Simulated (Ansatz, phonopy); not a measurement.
# LiCl (Fm-3m): a volume series of phonon spectra, part 4 of 4

Aim: how the vibrations of LiCl shift with volume, and the expansion that follows.

Measurements to reproduce:
- volume expansion coefficient 131.4 1e-6/K and heat capacity C_P per formula unit 48.1 J/mol/K near room temperature (given in “High-Throughput Prediction of Finite-Temperature Properties using the Quasi-Harmonic Approximation”, 2016, arXiv:1603.06924)
- volume expansion coefficient 131.1 1e-6/K near room temperature (given in “Descriptors for thermal expansion in solids”, 2017, arXiv:1701.03966)

Ansatz 0.2.0; DFT LDA, scalar-relativistic, plane waves, PAW.

So far. Step 13 (Single point at a scaled cell, V/V0 0.97): The run ends at a pressure of 1.34 GPa. Step 14 (Phonons, V/V0 0.97): No mode is imaginary beyond numerical noise at the solved wavevectors. The highest zone-centre mode (no LO–TO term) moved by +9.1 % for a volume change of -3.0 %.

The database entry behind the starting cell differs from later determinations by our own check (0.1 to 0.3 % short, probably kX units), so it need not match the best structure at ambient conditions.

### 15. Single point at a scaled cell, V/V0 1.05

Symmetry fixes every atom, so a single point at the scaled cell gives the energy and pressure of this member.

The cell differs from the one that the last finished run ended in (a 3.475 → 3.568 Å, b 3.475 → 3.568 Å, c 3.475 → 3.568 Å).

input.yaml reads:

```yaml
crystal:
  lattice:
    - [0.0, 2.522767928, 2.522767928]
    - [2.522767928, 0.0, 2.522767928]
    - [2.522767928, 2.522767928, 0.0]
  atoms:
    - { symbol: Li, position: [0.0, 0.0, 0.0] }
    - { symbol: Cl, position: [0.5, 0.5, 0.5] }
kpoints:
  mp_grid: { grid: [8, 8, 8] }
hamiltonian:
  xc: lda
scf:
  occupations: { method: fixed }
output:
  forces: true
  stress: true
  eigenvalues: true
  write_density: true
  write_potential: true
  elf: true
  volumetric_format: npy
```

On the command line:

```console
ansatz run input.yaml --threads 4 --pin off --max-ram 16384MiB --backend cpu --events-out ev --progress --plain --runs-dir out
```

Numbers of over 12 decimals in the logs are rounded to 6 here.

What it wrote:

```text
[...]
Crystal: 2 atoms, lattice volume = 32.112 Å³
Basis set: ecut = 420 eV, 609 PW (Γ)
Bands: 9, of which v1, the nominal top of the filled ones, is band 5 counted from 1 (4 counted from 0)
Symmetry: 48 space group operations
[...]
k-points: 29 of 512
[...]
Free energy (F): -1249.467521 eV
[...]
Internal energy: -1249.467521 eV  (E = F + TS)
E sigma→0 (E₀):  -1249.467521 eV
Fermi energy:    1.933647 eV
[...]
--- Stress (GPa, compression-positive) ---
       -1.787601      -0.000000       0.000000
       -0.000000      -1.787601       0.000000
        0.000000       0.000000      -1.787601
  P = ⅓ Tr σ = -1.7876 GPa (-17.876 kbar)
--- Band table (eV; the first three rows and the last of 29) ---
[...]
[key lines of the parts left out:]
SCF converged after 6 iterations
```

The job ended after 0.38 s (4 threads of Arm Neoverse V1, shared host; peak memory 0.26 GiB; 0.94 s of CPU time).

The run ends at a pressure of -1.79 GPa.

### 16. Lattice dynamics at this volume, V/V0 1.05

Phonons at this volume give one point of F(V, T); meshes stay fixed along the series.

input.yaml, the sections that differ from step 15:

```yaml
output:
  eigenvalues: true
phonons:
  method: dfpt
  dielectric: true
  rigid_motions: translations
  qmesh: [4, 4, 4]
  temperatures: { t_max: 1000, t_step: 50 }
  qpath:
    path:
      - [[0.0, 0.0, 0.0], [0.5, 0.0, 0.5], [0.625, 0.25, 0.625]]
      - [[0.375, 0.375, 0.75], [0.0, 0.0, 0.0], [0.5, 0.5, 0.5], [0.5, 0.25, 0.75], [0.5, 0.0, 0.5]]
    npoints: 10
# crystal, kpoints, hamiltonian, scf: as in step 15
```

What it wrote:

```text
[...]
Crystal: 2 atoms, lattice volume = 32.112 Å³
Basis set: ecut = 420 eV, 609 PW (Γ), exchange–correlation on 48×48×48 points (8 copies of the dense FFT grid, shifted against one another)
Bands: 9, of which v1, the nominal top of the filled ones, is band 5 counted from 1 (4 counted from 0)
Symmetry: 48 space group operations
k-points: 59 of 512 (irreducible under 8 space group operations, time reversal used)
[...]
optical modes at Γ + LO–TO along q̂ = [0.0000, 1.0000, 0.0000]:
      ω (cm⁻¹)  modes    IR ((D/Å)²/amu)
        194.52      2            10.9631
        393.46      1             5.4816
  optical modes at Γ + LO–TO along q̂ = [0.0000, 0.0000, 1.0000]:
      ω (cm⁻¹)  modes    IR ((D/Å)²/amu)
        194.52      2            10.9631
        393.46      1             5.4816
--- Phonons (arbitrary-q DFPT): 8 irreducible q on the 4×4×4 mesh ---
[...]
interpolated dispersion: 63 rows × 6 modes
[...]
[key lines of the parts left out:]
SCF converged after 6 iterations
Free energy (F): -1249.467521 eV
Fermi energy:    1.933647 eV
```

Elapsed: 26 s, on 4 threads; peak memory 0.62 GiB.

No mode is imaginary beyond numerical noise at the solved wavevectors. The highest zone-centre mode (no LO–TO term) moved by -14.8 % for a volume change of +5.0 %.

### 17. How the modes move with volume

This step: DFT LDA, scalar-relativistic, plane waves, PAW (phonopy 4.10.0).

This step gave:

| Property | Result |
| --- | --- |
| share of modes with a negative Grüneisen parameter | 0 |

Mean Grüneisen, by row:

```tsv
T (K)	heat-capacity-weighted mean	root mean square
50	1.576	1.697
100	1.749	1.889
200	1.807	1.95
300	1.813	1.957
500	1.815	1.959
800	1.815	1.959
```

Mean mode Grueneisen parameter against wavenumber:

```tsv
wavenumber (cm⁻¹)	mean mode Grueneisen parameter
7	-
21	1.42
35	1.6
49	1.44
63	1.52
77	1.51
91	1.58
105	1.53
119	1.6
132	1.49
146	1.42
160	1.27
174	1.19
188	1.16
202	1.3
216	2.06
230	2.66
244	2.72
258	2.7
272	2.22
286	1.81
300	1.6
314	1.44
328	1.33
342	1.22
356	1.15
370	1.08
384	1.04
398	0.996
411	0.967
```

Volume series, by row:

```tsv
V/V0	V (Å³/atom)	pressure (GPa)	E - E0 (meV/atom)	gap (eV)	zero-point energy (meV/atom)	lowest on the path (cm⁻¹)	highest at Gamma without the LO-TO term (cm⁻¹)
0.97	14.83	1.337	1.871	6.516	41.47	0	249.1
0.985	15.06	0.645	0.46	6.503	40.35	0	238.6
1	15.29	0.006	0	6.489	39.25	0	228.3
1.015	15.52	-0.583	0.419	6.475	38.17	0	218
1.03	15.75	-1.127	1.649	6.403	37.12	0	207.9
1.05	16.06	-1.788	4.442	6.282	35.74	0	194.5
```

Table of optical frequency at Gamma without the LO-TO term, mode 4 by V/V0:

```tsv
V/V0	optical frequency at Gamma without the LO-TO term, mode 4 (cm⁻¹)
0.9700	249
0.9850	239
1.0000	228
1.0150	218
1.0300	208
1.0500	195
```

Grüneisen at points, by row:

```tsv
point	branch	frequency (cm⁻¹)	mode Grüneisen parameter
Γ	4	228.3	3.01
Γ	6	412.6	0.98
X	1	128.5	0.5
X	3	193.2	0.45
X	4	241.7	2.93
X	6	265.4	2.69
U	1	137	1.26
U	2	177	1.23
U	3	183	0.53
U	4	239.5	2.66
U	5	259.3	2.72
U	6	288	1.87
K	1	137	1.26
K	2	177	1.23
K	3	183	0.53
K	4	239.5	2.66
K	5	259.3	2.72
K	6	288	1.87
L	1	126.6	2.33
L	3	214.9	1.41
L	4	233.4	2.41
L	6	418	0.94
W	1	163.9	1.8
W	2	169.8	0.53
W	4	255.4	2.76
W	6	275.3	1.76
```

### 18. Quasi-harmonic fit by phonopy

The energy (each curve on its own zero) by volume; values in meV/atom:

```tsv
volume (Å³/atom)	static	F at 0 K	F at 300 K	F at 900 K
14.832	1.87	4.66	7.79	18.2
15.062	0.46	2.12	4.08	10.5
15.291	0	0.57	1.32	3.71
15.521	0.42	-0.09	-0.58	-2.31
15.750	1.65	0.08	-1.69	-7.62
16.056	4.44	1.5	-2.07	-13.7
```

Phonopy-qha, vinet fit of F(V) at each temperature; no electronic free energy. Qha vinet, by row:

```tsv
T (K)	fitted volume (Å³/atom)	alpha_V (1e-6/K)	B_T (GPa)	C_P (J/mol-atom/K)	Grueneisen
75	15.6	45.99	38.12	9.224	1.765
100	15.62	68.82	37.63	13.41	1.827
125	15.66	86.99	37.03	16.54	1.869
150	15.69	101	36.37	18.82	1.897
175	15.74	112.2	35.67	20.52	1.918
200	15.78	121.5	34.93	21.83	1.935
225	15.83	129.6	34.17	22.87	1.952
250	15.88	136.9	33.38	23.74	1.968
```

The volume expansion coefficient, phonopy-qha, Vinet by temperature:

```tsv
temperature (K)	volume expansion coefficient, phonopy-qha, Vinet (1e-6/K)
75.0	46.0
100.0	68.8
125.0	87.0
150.0	101
175.0	112
200.0	121
225.0	130
250.0	137
```

### 19. Summary of results

| Item | Value |
| --- | --- |
| mean mode Grüneisen parameter at 300 K | 1.81 |

In words: The table stops at 250 K because beyond it the fitted volume comes within 1 % of the largest computed cell, where the fit loses its support. The heat-capacity-weighted Grüneisen parameter goes from 1.58 at 50 K to 1.81 at 800 K. Weighting γ by the density of states and each mode's heat capacity at 300 K, modes below 140 cm⁻¹ give about 21 % of the sum of γC that drives the expansion, those up to 280 cm⁻¹ 70 % and the rest 9 %. Among the labelled points γ is largest for branch 4 at Γ (228 cm⁻¹, 3.0) and smallest for branch 3 at X (193 cm⁻¹, 0.45). The PAW files were made for PBE and are used here under another functional, for which the program regenerates the frozen cores.

[Logs are printed without paths, hosts, clocks, repeated set-up lines and the standing remarks that a program may print on its own settings, such as how far it seeks lower states.]

[Hosts, paths, dates, database ids (printed as entryN), source tags and the programs' standing remarks are cut or masked in the printed files.]

[A step with changed settings may run another functional than the one named; its input shows which.]


